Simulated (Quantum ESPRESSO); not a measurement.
# Ta(100), 5 layers: vacuum convergence, part 2 of 3

Aim: how far one choice must go before the vacuum level and the energy of Ta(100), 5 layers stand still, and what it costs.

Quantum ESPRESSO 7.5; plane-wave DFT, PBE, GBRV ultrasoft pseudopotentials.

So far. Step 2 (Self-consistent run: 24 Å of vacuum): The run needed 28 iterations to bring the estimated error under 1e-07 Ry; the largest force on any atom, held or free, is 1.45 eV/Å. Step 3 (Potential by pp.x): Inside the slab this potential holds the local part of the pseudopotentials, which can be repulsive at the nuclei; only its value in the vacuum has a meaning of its own.

## (4) Self-consistent run: 18 Å of vacuum

The input, c2.in:

```
&control
  prefix = 'c2'
  outdir = './out'
  pseudo_dir = './pseudo'
  calculation = 'scf'
  tprnfor = .true.
/
&system
  ibrav = 0
  nat = 5
  ntyp = 1
  ecutwfc = 40
  ecutrho = 200
  occupations = 'smearing'
  smearing = 'mv'
  degauss = 0.02
/
&electrons
  conv_thr = 1e-07
  mixing_beta = 0.4
  electron_maxstep = 120
  mixing_mode = 'local-TF'
/
ATOMIC_SPECIES
  Ta  180.9479  ta_pbe_v1.uspp.F.UPF
CELL_PARAMETERS angstrom
  3.31000000000000 0.00000000000000 0.00000000000000
  0.00000000000000 3.31000000000000 0.00000000000000
  0.00000000000000 0.00000000000000 24.62000000000000
ATOMIC_POSITIONS crystal
  Ta  0.000000000000 0.000000000000 0.365556458164
  Ta  0.500000000000 0.500000000000 0.432778229082
  Ta  0.000000000000 0.000000000000 0.500000000000
  Ta  0.500000000000 0.500000000000 0.567221770918
  Ta  0.000000000000 0.000000000000 0.634443541836
K_POINTS automatic
  8 8 1 0 0 0
```

The run is started by

```sh
> OMP_NUM_THREADS=1 mpirun -n 4 pw.x -nk 4 -in c2.in > c2.out
```

Log:

```text
[banner, memory and clock lines left out]
Program PWSCF v.7.5 starts
[...]
Message from routine setup:
[...]
number of electrons       =        65.00
     number of Kohn-Sham states=           40
     kinetic-energy cutoff     =      40.0000  Ry
     charge density cutoff     =     200.0000  Ry
[...]
number of k points=    15  Marzari-Vanderbilt smearing, width (Ry)=  0.0200
[...]
Dense  grid:    86861 G-vectors     FFT dimensions: (  30,  30, 216)
[...]
negative rho (up, down):  4.739E-01 0.000E+00
     Starting wfcs are   65 randomized atomic wfcs
[...]
negative rho (up, down):  4.773E-01 0.000E+00
[...]
estimated scf accuracy    <       5.06216181 Ry
[...]
negative rho (up, down):  4.870E-01 0.000E+00
[...]
estimated scf accuracy    <       2.50527262 Ry
[...]
negative rho (up, down):  4.787E-01 0.000E+00
[...]
estimated scf accuracy    <       2.67286263 Ry
[...]
negative rho (up, down):  4.863E-01 0.000E+00
[...]
estimated scf accuracy    <       5.60423337 Ry
[...]
negative rho (up, down):  4.878E-01 0.000E+00
[...]
estimated scf accuracy    <       5.27731903 Ry
[...]
negative rho (up, down):  4.877E-01 0.000E+00
[...]
estimated scf accuracy    <       3.78258052 Ry
[...]
negative rho (up, down):  4.873E-01 0.000E+00
[...]
estimated scf accuracy    <       3.58942717 Ry
[...]
negative rho (up, down):  4.881E-01 0.000E+00
[...]
estimated scf accuracy    <       3.21572876 Ry
[...]
negative rho (up, down):  4.897E-01 0.000E+00
[...]
estimated scf accuracy    <       0.05076844 Ry
[...]
negative rho (up, down):  4.895E-01 0.000E+00
[...]
estimated scf accuracy    <       6.58732984 Ry
[...]
negative rho (up, down):  4.919E-01 0.000E+00
[...]
estimated scf accuracy    <       6.10429241 Ry
[...]
negative rho (up, down):  4.917E-01 0.000E+00
[...]
estimated scf accuracy    <       6.58372648 Ry
[...]
negative rho (up, down):  4.917E-01 0.000E+00
[...]
estimated scf accuracy    <       1.45584533 Ry
[...]
negative rho (up, down):  4.931E-01 0.000E+00
[...]
estimated scf accuracy    <       1.07814801 Ry
[...]
negative rho (up, down):  4.944E-01 0.000E+00
[...]
estimated scf accuracy    <       0.03137446 Ry
[...]
negative rho (up, down):  4.990E-01 0.000E+00
[...]
estimated scf accuracy    <       0.02192229 Ry
[...]
negative rho (up, down):  4.945E-01 0.000E+00
[...]
estimated scf accuracy    <       0.01844459 Ry
[...]
negative rho (up, down):  4.950E-01 0.000E+00
[...]
estimated scf accuracy    <       0.08490318 Ry
[...]
negative rho (up, down):  4.980E-01 0.000E+00
[...]
estimated scf accuracy    <       0.21732603 Ry
[...]
negative rho (up, down):  4.953E-01 0.000E+00
[...]
estimated scf accuracy    <       0.08251689 Ry
[...]
negative rho (up, down):  4.933E-01 0.000E+00
[...]
estimated scf accuracy    <       0.00096363 Ry
[...]
negative rho (up, down):  4.936E-01 0.000E+00
[...]
estimated scf accuracy    <       0.00099629 Ry
[...]
negative rho (up, down):  4.927E-01 0.000E+00
[...]
estimated scf accuracy    <       0.00017042 Ry
[...]
negative rho (up, down):  4.923E-01 0.000E+00
[...]
estimated scf accuracy    <       0.00035009 Ry
[...]
negative rho (up, down):  4.923E-01 0.000E+00
[...]
estimated scf accuracy    <       0.00020195 Ry
[...]
negative rho (up, down):  4.923E-01 0.000E+00
[...]
estimated scf accuracy    <       0.00006399 Ry
[...]
negative rho (up, down):  4.924E-01 0.000E+00
[...]
estimated scf accuracy    <       0.00007439 Ry
[...]
negative rho (up, down):  4.924E-01 0.000E+00
[...]
estimated scf accuracy    <       0.00005116 Ry
[...]
negative rho (up, down):  4.923E-01 0.000E+00
[...]
estimated scf accuracy    <       0.00005436 Ry
[...]
negative rho (up, down):  4.923E-01 0.000E+00
[...]
estimated scf accuracy    <       0.00000692 Ry
[...]
negative rho (up, down):  4.923E-01 0.000E+00
[...]
estimated scf accuracy    <       0.00000747 Ry
[...]
negative rho (up, down):  4.923E-01 0.000E+00
[...]
estimated scf accuracy    <       0.00000115 Ry
[...]
negative rho (up, down):  4.923E-01 0.000E+00
[...]
the Fermi energy is     3.8629 ev
!    total energy              =    -709.11855860 Ry
     estimated scf accuracy    <       0.00000007 Ry
     smearing contrib. (-TS)   =      -0.00133646 Ry
     internal energy E=F+TS    =    -709.11722214 Ry
[...]
one-electron contribution =   -4750.62639385 Ry
     hartree contribution      =    2371.31148172 Ry
     xc contribution           =    -210.73289183 Ry
     ewald contribution        =    1880.93058182 Ry
     convergence has been achieved in  33 iterations
     negative rho (up, down):  4.923E-01 0.000E+00
[...]
Total force =     0.108197     Total SCF correction =     0.000785
[...]
```

The job ended after 57 s (4 MPI ranks of Intel Xeon 6975P-C (Granite Rapids), shared host; peak memory 0.97 GiB).

Numbers from this step:

- free energy: -9648.0495 eV
- Fermi energy: 3.863 eV

The program's own clock; routines nest. Time by routine:

```tsv
routine	wall time (s)	calls
PWSCF	55.88	1
electrons	52.72	1
c_bands	30.04	33
cegterg	24.63	132
h_psi	16.36	496
vloc_psi	11.16	496
fftw	10.77	29636
sum_band	9.4	33
mix_rho	7.05	33
newd	4.72	34
calbec	3.83	644
ffts	2.68	3599
h_psi:calbec	2.67	496
init_run	2.51	1
```

## (5) Potential by pp.x

The input, c2.pot.in:

```
&inputpp
  prefix = 'c2'
  outdir = './out'
  filplot = 'c2.pot.dat'
  plot_num = 11
/
```

The run is started by

```sh
> OMP_NUM_THREADS=1 mpirun -n 4 pp.x -in c2.pot.in > c2.pot.out
```

Wall time 1.6 s (4 MPI ranks); peak memory 0.16 GiB; 5.2 s of CPU time.

Numbers from this step:

```
potential in the middle of the vacuum, over the Fermi level : 3.970 eV
```

Counted from each run's own zero (the Fermi level), the vacuum level differs from the first run's by +2 meV.

## (6) Ground state: 14 Å of vacuum

The input, c4.in:

```
&control
  prefix = 'c4'
  outdir = './out'
  pseudo_dir = './pseudo'
  calculation = 'scf'
  tprnfor = .true.
/
&system
  ibrav = 0
  nat = 5
  ntyp = 1
  ecutwfc = 40
  ecutrho = 200
  occupations = 'smearing'
  smearing = 'mv'
  degauss = 0.02
/
&electrons
  conv_thr = 1e-07
  mixing_beta = 0.4
  electron_maxstep = 120
  mixing_mode = 'local-TF'
/
ATOMIC_SPECIES
  Ta  180.9479  ta_pbe_v1.uspp.F.UPF
CELL_PARAMETERS angstrom
  3.31000000000000 0.00000000000000 0.00000000000000
  0.00000000000000 3.31000000000000 0.00000000000000
  0.00000000000000 0.00000000000000 20.62000000000000
ATOMIC_POSITIONS crystal
  Ta  0.000000000000 0.000000000000 0.339476236663
  Ta  0.500000000000 0.500000000000 0.419738118332
  Ta  0.000000000000 0.000000000000 0.500000000000
  Ta  0.500000000000 0.500000000000 0.580261881668
  Ta  0.000000000000 0.000000000000 0.660523763337
K_POINTS automatic
  8 8 1 0 0 0
```

The run is started by

```sh
> OMP_NUM_THREADS=1 mpirun -n 4 pw.x -nk 4 -in c4.in > c4.out
```

Log:

```text
[banner, memory and clock lines left out]
Program PWSCF v.7.5 starts
[...]
Message from routine setup:
[...]
number of electrons       =        65.00
     number of Kohn-Sham states=           40
     kinetic-energy cutoff     =      40.0000  Ry
     charge density cutoff     =     200.0000  Ry
[...]
number of k points=    15  Marzari-Vanderbilt smearing, width (Ry)=  0.0200
[...]
Dense  grid:    72723 G-vectors     FFT dimensions: (  30,  30, 180)
[...]
negative rho (up, down):  4.730E-01 0.000E+00
     Starting wfcs are   65 randomized atomic wfcs
[...]
negative rho (up, down):  4.771E-01 0.000E+00
[...]
estimated scf accuracy    <       5.06885594 Ry
[...]
negative rho (up, down):  4.871E-01 0.000E+00
[...]
estimated scf accuracy    <       2.49749382 Ry
[...]
negative rho (up, down):  4.783E-01 0.000E+00
[...]
estimated scf accuracy    <       2.59445297 Ry
[...]
negative rho (up, down):  4.862E-01 0.000E+00
[...]
estimated scf accuracy    <       5.57544328 Ry
[...]
negative rho (up, down):  4.877E-01 0.000E+00
[...]
estimated scf accuracy    <       5.19671928 Ry
[...]
negative rho (up, down):  4.874E-01 0.000E+00
[...]
estimated scf accuracy    <       3.69588997 Ry
[...]
negative rho (up, down):  4.875E-01 0.000E+00
[...]
estimated scf accuracy    <       3.31942608 Ry
[...]
negative rho (up, down):  4.898E-01 0.000E+00
[...]
estimated scf accuracy    <       0.97034160 Ry
[...]
negative rho (up, down):  4.896E-01 0.000E+00
[...]
estimated scf accuracy    <       0.01865795 Ry
[...]
negative rho (up, down):  4.908E-01 0.000E+00
[...]
estimated scf accuracy    <       0.02202455 Ry
[...]
negative rho (up, down):  4.903E-01 0.000E+00
[...]
estimated scf accuracy    <       0.96339234 Ry
[...]
negative rho (up, down):  4.916E-01 0.000E+00
[...]
estimated scf accuracy    <       1.56067626 Ry
[...]
negative rho (up, down):  4.918E-01 0.000E+00
[...]
estimated scf accuracy    <       0.32988850 Ry
[...]
negative rho (up, down):  4.909E-01 0.000E+00
[...]
estimated scf accuracy    <       0.03847131 Ry
[...]
negative rho (up, down):  4.911E-01 0.000E+00
[...]
estimated scf accuracy    <       0.00047602 Ry
[...]
negative rho (up, down):  4.911E-01 0.000E+00
[...]
estimated scf accuracy    <       0.00366353 Ry
[...]
negative rho (up, down):  4.915E-01 0.000E+00
[...]
estimated scf accuracy    <       0.00025908 Ry
[...]
negative rho (up, down):  4.917E-01 0.000E+00
[...]
estimated scf accuracy    <       0.00002957 Ry
[...]
negative rho (up, down):  4.916E-01 0.000E+00
[...]
estimated scf accuracy    <       0.00016618 Ry
[...]
negative rho (up, down):  4.917E-01 0.000E+00
[...]
estimated scf accuracy    <       0.00001940 Ry
[...]
negative rho (up, down):  4.917E-01 0.000E+00
[...]
estimated scf accuracy    <       0.00000042 Ry
[...]
negative rho (up, down):  4.917E-01 0.000E+00
[...]
estimated scf accuracy    <       0.00000016 Ry
[...]
negative rho (up, down):  4.917E-01 0.000E+00
[...]
the Fermi energy is     5.3823 ev
!    total energy              =    -709.11855398 Ry
     estimated scf accuracy    <          1.0E-08 Ry
     smearing contrib. (-TS)   =      -0.00133701 Ry
     internal energy E=F+TS    =    -709.11721697 Ry
[...]
one-electron contribution =   -3269.67688727 Ry
     hartree contribution      =    1634.46845682 Ry
     xc contribution           =    -210.73289842 Ry
     ewald contribution        =    1136.82411191 Ry
     convergence has been achieved in  23 iterations
     negative rho (up, down):  4.917E-01 0.000E+00
[...]
Total force =     0.108068     Total SCF correction =     0.000144
[...]
```

The job ended after 38 s (4 MPI ranks; peak memory 0.84 GiB; 2.5 min of CPU time).

Numbers from this step:

* free energy: -9648.0494 eV
* Fermi energy: 5.382 eV

The program's own clock; routines nest. Time by routine:

```tsv
routine	wall time (s)	calls
PWSCF	37.48	1
electrons	34.85	1
c_bands	21.19	23
cegterg	17.04	92
h_psi	10.89	462
vloc_psi	7.24	462
fftw	6.85	21934
sum_band	6.12	23
mix_rho	3.52	23
newd	3.08	24
calbec	2.61	570
init_run	2.17	1
h_psi:calbec	1.89	462
add_vuspsi	1.62	462
```

## (7) Electrostatic potential

The input, c4.pot.in:

```
&inputpp
  prefix = 'c4'
  outdir = './out'
  filplot = 'c4.pot.dat'
  plot_num = 11
/
```

The run is started by

```sh
> OMP_NUM_THREADS=1 mpirun -n 4 pp.x -in c4.pot.in > c4.pot.out
```

Wall time 1.3 s (4 MPI ranks); peak memory 0.14 GiB.

Counted from each run's own zero (the Fermi level), the vacuum level differs from the first run's by +2 meV.

## (8) Ground state: 12 Å of vacuum

The input, c6.in:

```
&control
  prefix = 'c6'
  outdir = './out'
  pseudo_dir = './pseudo'
  calculation = 'scf'
  tprnfor = .true.
/
&system
  ibrav = 0
  nat = 5
  ntyp = 1
  ecutwfc = 40
  ecutrho = 200
  occupations = 'smearing'
  smearing = 'mv'
  degauss = 0.02
/
&electrons
  conv_thr = 1e-07
  mixing_beta = 0.4
  electron_maxstep = 120
  mixing_mode = 'local-TF'
/
ATOMIC_SPECIES
  Ta  180.9479  ta_pbe_v1.uspp.F.UPF
CELL_PARAMETERS angstrom
  3.31000000000000 0.00000000000000 0.00000000000000
  0.00000000000000 3.31000000000000 0.00000000000000
  0.00000000000000 0.00000000000000 18.62000000000000
ATOMIC_POSITIONS crystal
  Ta  0.000000000000 0.000000000000 0.322234156821
  Ta  0.500000000000 0.500000000000 0.411117078410
  Ta  0.000000000000 0.000000000000 0.500000000000
  Ta  0.500000000000 0.500000000000 0.588882921590
  Ta  0.000000000000 0.000000000000 0.677765843179
K_POINTS automatic
  8 8 1 0 0 0
```

The run is started by

```sh
> OMP_NUM_THREADS=1 mpirun -n 4 pw.x -nk 4 -in c6.in > c6.out
```

Log:

```text
[banner, memory and clock lines left out]
Program PWSCF v.7.5 starts
[...]
Message from routine setup:
[...]
number of electrons       =        65.00
     number of Kohn-Sham states=           40
     kinetic-energy cutoff     =      40.0000  Ry
     charge density cutoff     =     200.0000  Ry
[...]
number of k points=    15  Marzari-Vanderbilt smearing, width (Ry)=  0.0200
[...]
Dense  grid:    65691 G-vectors     FFT dimensions: (  30,  30, 160)
[...]
negative rho (up, down):  4.702E-01 0.000E+00
     Starting wfcs are   65 randomized atomic wfcs
[...]
negative rho (up, down):  4.748E-01 0.000E+00
[...]
estimated scf accuracy    <       5.07580161 Ry
[...]
negative rho (up, down):  4.853E-01 0.000E+00
[...]
estimated scf accuracy    <       2.48137512 Ry
[...]
negative rho (up, down):  4.755E-01 0.000E+00
[...]
estimated scf accuracy    <       2.51204764 Ry
[...]
negative rho (up, down):  4.835E-01 0.000E+00
[...]
estimated scf accuracy    <       5.52108035 Ry
[...]
negative rho (up, down):  4.850E-01 0.000E+00
[...]
estimated scf accuracy    <       5.05330279 Ry
[...]
negative rho (up, down):  4.846E-01 0.000E+00
[...]
estimated scf accuracy    <       3.60482815 Ry
[...]
negative rho (up, down):  4.858E-01 0.000E+00
[...]
estimated scf accuracy    <       3.02076085 Ry
[...]
negative rho (up, down):  4.880E-01 0.000E+00
[...]
estimated scf accuracy    <       0.04243791 Ry
[...]
negative rho (up, down):  4.872E-01 0.000E+00
[...]
estimated scf accuracy    <       0.01023552 Ry
[...]
negative rho (up, down):  4.885E-01 0.000E+00
[...]
estimated scf accuracy    <       0.01131407 Ry
[...]
negative rho (up, down):  4.882E-01 0.000E+00
[...]
estimated scf accuracy    <       0.99016390 Ry
[...]
negative rho (up, down):  4.889E-01 0.000E+00
[...]
estimated scf accuracy    <       0.77405598 Ry
[...]
negative rho (up, down):  4.886E-01 0.000E+00
[...]
estimated scf accuracy    <       0.11116939 Ry
[...]
negative rho (up, down):  4.888E-01 0.000E+00
[...]
estimated scf accuracy    <       0.01894598 Ry
[...]
negative rho (up, down):  4.890E-01 0.000E+00
[...]
estimated scf accuracy    <       0.00008843 Ry
[...]
negative rho (up, down):  4.889E-01 0.000E+00
[...]
estimated scf accuracy    <       0.00280795 Ry
[...]
negative rho (up, down):  4.891E-01 0.000E+00
[...]
estimated scf accuracy    <       0.00021985 Ry
[...]
negative rho (up, down):  4.891E-01 0.000E+00
[...]
estimated scf accuracy    <       0.00002324 Ry
[...]
negative rho (up, down):  4.891E-01 0.000E+00
[...]
estimated scf accuracy    <       0.00000679 Ry
[...]
negative rho (up, down):  4.891E-01 0.000E+00
[...]
estimated scf accuracy    <       0.00000120 Ry
[...]
negative rho (up, down):  4.891E-01 0.000E+00
[...]
estimated scf accuracy    <       0.00000018 Ry
[...]
negative rho (up, down):  4.891E-01 0.000E+00
[...]
the Fermi energy is     6.3866 ev
!    total energy              =    -709.11857037 Ry
     estimated scf accuracy    <          8.1E-09 Ry
     smearing contrib. (-TS)   =      -0.00132918 Ry
     internal energy E=F+TS    =    -709.11724120 Ry
[...]
one-electron contribution =   -2566.03313396 Ry
     hartree contribution      =    1285.04454241 Ry
     xc contribution           =    -210.73286190 Ry
     ewald contribution        =     782.60421225 Ry
     convergence has been achieved in  22 iterations
     negative rho (up, down):  4.891E-01 0.000E+00
[...]
Total force =     0.108071     Total SCF correction =     0.000362
[...]
```

Elapsed: 38 s, on 4 MPI ranks; peak memory 0.77 GiB; 2.5 min of CPU time.

Numbers from this step:

* free energy: -9648.0497 eV
* Fermi energy: 6.387 eV

The program's own clock; routines nest. Time by routine:

```tsv
routine	wall time (s)	calls
PWSCF	37.33	1
electrons	34.43	1
c_bands	22.34	22
cegterg	13.55	88
h_psi	8.8	422
vloc_psi	5.96	422
sum_band	5.82	22
fftw	5.75	21178
newd	3.38	23
mix_rho	2.23	22
init_run	2.2	1
calbec	2.08	526
h_psi:calbec	1.45	422
add_vuspsi	1.29	422
```

## (9) Potential by pp.x

The input, c6.pot.in:

```
&inputpp
  prefix = 'c6'
  outdir = './out'
  filplot = 'c6.pot.dat'
  plot_num = 11
/
```

The run is started by

```sh
> OMP_NUM_THREADS=1 mpirun -n 4 pp.x -in c6.pot.in > c6.pot.out
```

It took 1.4 s on 4 MPI ranks; peak memory 0.13 GiB.

Numbers from this step:

```
potential in the middle of the vacuum, over the Fermi level : 3.971 eV
```

Counted from each run's own zero (the Fermi level), the vacuum level differs from the first run's by +3 meV.

(Continued in part 3 of 3.)

[Logs are printed without paths, hosts, clocks, repeated set-up lines and the standing remarks that a program may print on its own settings, such as how far it seeks lower states.]

[Hosts, paths, dates, database ids (printed as entryN), source tags and the programs' standing remarks are cut or masked in the printed files.]

[Maps of the electrostatic potential energy from Ansatz leave out the sawtooth potential of an applied field or a dipole correction, so their vacuum need not be flat; planar profiles and work functions include it.]
